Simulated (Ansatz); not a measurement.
# Na on Fe(100): change of the work function, part 3 of 3

Wanted: Δφ(θ) for Na/Fe(100), starting from the hollow site.

Ansatz 0.2.0; plane-wave DFT, PBE, Ansatz PAW.

So far, work function, upper face (eV): step 2 (the clean slab) 3.86; step 4 (adsorbate added, coverage 0.5 ML) 2.43; step 6 (the slab at 0.25 ML, atoms frozen) 2.24; step 7 (the substrate of the 0.25 ML cell alone) 3.86; step 8 (the adsorbate layer of the 0.25 ML cell alone) 2.86.

## (10) A changed input

This step: plane-wave DFT, PBE, Ansatz PAW (Ansatz 0.2.0).

System of this step: Na/Fe(100). The cell holds 22 atoms: 20 Fe and 2 Na. Cell: a = 5.740 Å, b = 5.740 Å, c = 26.017 Å, α = 90.0°, β = 90.0°, γ = 90.0°. Vacuum lies along c.

A run with a changed input: it repeats the earlier run at 0.5 ML with scf.occupations.method from fermi_dirac to methfessel_paxton, scf.occupations.width from 0.1 to 0.3, scf.lower_state_search to standard and accuracy to medium.

input.yaml

```yaml
crystal:
  lattice:
    - [5.74, 0.0, 0.0]
    - [0.0, 5.74, 0.0]
    - [0.0, 0.0, 26.0171609373]
  atoms:
    - { symbol: Fe, position: [0.0, 0.0, 0.3459255228], spin: 2.97 }
    - { symbol: Fe, position: [0.25, 0.25, 0.4010814257], spin: 2.38 }
    - { symbol: Fe, position: [0.0, 0.0, 0.455578151], spin: 2.5 }
    - { symbol: Fe, position: [0.25, 0.25, 0.5108773745], spin: 2.31 }
    - { symbol: Fe, position: [0.0, 0.0, 0.5625335051], spin: 2.92 }
    - { symbol: Fe, position: [0.0, 0.5, 0.3459255228], spin: 2.97 }
    - { symbol: Fe, position: [0.25, 0.75, 0.4010814257], spin: 2.38 }
    - { symbol: Fe, position: [0.0, 0.5, 0.455578151], spin: 2.5 }
    - { symbol: Fe, position: [0.25, 0.75, 0.5108773745], spin: 2.31 }
    - { symbol: Fe, position: [0.0, 0.5, 0.5625335051], spin: 2.92 }
    - { symbol: Fe, position: [0.5, 0.0, 0.3459255228], spin: 2.97 }
    - { symbol: Fe, position: [0.75, 0.25, 0.4010814257], spin: 2.38 }
    - { symbol: Fe, position: [0.5, 0.0, 0.455578151], spin: 2.5 }
    - { symbol: Fe, position: [0.75, 0.25, 0.5108773745], spin: 2.31 }
    - { symbol: Fe, position: [0.5, 0.0, 0.5625335051], spin: 2.92 }
    - { symbol: Fe, position: [0.5, 0.5, 0.3459255228], spin: 2.97 }
    - { symbol: Fe, position: [0.75, 0.75, 0.4010814257], spin: 2.38 }
    - { symbol: Fe, position: [0.5, 0.5, 0.455578151], spin: 2.5 }
    - { symbol: Fe, position: [0.75, 0.75, 0.5108773745], spin: 2.31 }
    - { symbol: Fe, position: [0.5, 0.5, 0.5625335051], spin: 2.92 }
    - { symbol: Na, position: [0.25, 0.25, 0.6540744772] }
    - { symbol: Na, position: [0.75, 0.75, 0.6540744772] }
magnetization:
  spin_polarized: true
kpoints:
  mp_grid: { grid: [5, 5, 1] }
hamiltonian:
  xc: pbe
scf:
  occupations: { method: methfessel_paxton, width: 0.3 }
  convergence: { dr2_threshold: 1.0e-08 }
  lower_state_search: standard
efield:
  axis: 3
  dipole_correction: true
  ramp_position: 0.97
  ramp_width: 0.06
relax:
  f_tol: 0.02
  max_steps: 60
  constraints: [{ sites: [0, 1, 5, 6, 10, 11, 15, 16] }]
output:
  bader: true
  dos: { projected: true, e_range: [-8, 4] }
  write_potential: true
  write_density: true
  volumetric_format: npy
accuracy: medium
```

Started as:

```bash
> ansatz run input.yaml --threads 4 --pin off --max-ram 12288MiB --backend cpu --events-out ev --progress --plain --runs-dir out
```

Wall time 16 min (4 threads of Arm Neoverse V1, shared host); peak memory 5.2 GiB.

```csv
quantity,this run,earlier run,difference
"work function, upper face (eV)",2.418,2.427,-0.0097
"work function, lower face (eV)",3.834,3.859,-0.025
dipole along the normal (e·Å),0.2578,0.2606,-0.0028
total moment (μB),52.66,52.12,0.54
```

What moves beyond 0.01 in its unit (for the dipole 0.5 % and 5e-5 e·Å): total moment (+0.54 μB), work function, lower face (-0.0251 eV) and dipole along the normal (-0.00279 e·Å).

The change shows in the results, which are not taken further.

## (11) The same run with other settings: scf.lower_state_search = "standard"

System of this step: Fe(100). The cell holds 5 atoms: 5 Fe. Cell: a = 2.870 Å, b = 2.870 Å, c = 23.740 Å, α = 90.0°, β = 90.0°, γ = 90.0°. Vacuum lies along c.

Another changed input: it repeats the earlier run at 0 ML with scf.lower_state_search to standard.

input.yaml

```yaml
crystal:
  lattice:
    - [2.87, 0.0, 0.0]
    - [0.0, 2.87, 0.0]
    - [0.0, 0.0, 23.74]
  atoms:
    - { symbol: Fe, position: [0.0, 0.0, 0.3791069924], spin: 2.5 }
    - { symbol: Fe, position: [0.5, 0.5, 0.4395534962], spin: 2.5 }
    - { symbol: Fe, position: [0.0, 0.0, 0.5], spin: 2.5 }
    - { symbol: Fe, position: [0.5, 0.5, 0.5604465038], spin: 2.5 }
    - { symbol: Fe, position: [0.0, 0.0, 0.6208930076], spin: 2.5 }
magnetization:
  spin_polarized: true
kpoints:
  mp_grid: { grid: [10, 10, 1] }
hamiltonian:
  xc: pbe
scf:
  occupations: { method: fermi_dirac, width: 0.1 }
  convergence: { dr2_threshold: 1.0e-08 }
  lower_state_search: standard
efield:
  axis: 3
  dipole_correction: true
  ramp_position: 0.97
  ramp_width: 0.06
relax:
  f_tol: 0.02
  max_steps: 60
  constraints: [{ sites: [0, 1] }]
output:
  write_potential: true
  write_density: true
  volumetric_format: npy
```

Elapsed: 87 s, on 4 threads; peak memory 0.82 GiB; 5.6 min of CPU time.

Step by step:

```csv
step,energy less that of the first step (eV),largest force component (eV/Å)
1,0.0000,0.4526
2,-0.0150,0.2499
3,-0.0212,0.0175
3,-0.0212,0.0175
```

The run keeps the 8 symmetry operations that it works with, so distortions that break them were not tested.

The atoms that moved most (Å):

```csv
atom,dx,dy,dz,length
Fe5,0.000,0.000,-0.104,0.104
Fe3,0.000,0.000,-0.017,0.017
Fe4,0.000,0.000,-0.013,0.013
```

Final coordinates:

```
Fe
1.0
     2.87000    0.00000    0.00000
     0.00000    2.87000    0.00000
     0.00000    0.00000   23.74000
Fe
5
Direct
  0.00000 0.00000 0.37911
  0.50000 0.50000 0.43955
  0.00000 0.00000 0.49928
  0.50000 0.50000 0.55988
  0.00000 0.00000 0.61649
```

This step gave:

```
energy at zero smearing        : -22399.8095 eV
total moment                   : 13.22 μB
work function, upper face      : 3.856 eV
work function, lower face      : 3.830 eV
dipole along the normal        : -0.001173 e·Å
step between the vacuum levels : 0.02578 eV
```

```csv
quantity,this run,earlier run,difference
"work function, upper face (eV)",3.856,3.856,0
"work function, lower face (eV)",3.830,3.830,0
dipole along the normal (e·Å),-0.001173,-0.001173,0
total moment (μB),13.22,13.22,0
```

Nothing in the table moves by 0.01 in its unit (for the dipole 0.5 % and 5e-5 e·Å). The run took 61 SCF cycles against 39.

First to last step the energy falls by 0.021 eV; the largest move, 0.10 Å, is that of Fe5. Judged within 0.08 Å, the space group went from P4/mmm to P4mm.

## (12) Outcome

```
work function of the clean face                                                           : 3.86 eV
work function at 0.25 ML                                                                  : 2.24 eV
work function at 0.5 ML                                                                   : 2.43 eV
dipole per adsorbate at 0.25 ML, positive end outwards                                    : 1.42 D
step of the potential from the moved charge at 0.25 ML, upper less lower side, atoms held : -1.63 eV
```

Na lowers the work function of Fe(100) at the lowest coverage, by 1.62 eV: the adsorbate layer has its positive end outwards. The slab has 5 layers, at the tabulated experimental lattice constant, one starting site was run, and quantum-size effects of a slab this thin can reach one or two tenths of an eV. The magnetic order is the one reached from the typed start; other orders were not compared.

[Logs are printed without paths, hosts, clocks, repeated set-up lines and the standing remarks that a program may print on its own settings, such as how far it seeks lower states.]

[Hosts, paths, dates, database ids (printed as entryN), source tags and the programs' standing remarks are cut or masked in the printed files.]

[Maps of the electrostatic potential energy from Ansatz leave out the sawtooth potential of an applied field or a dipole correction, so their vacuum need not be flat; planar profiles and work functions include it.]
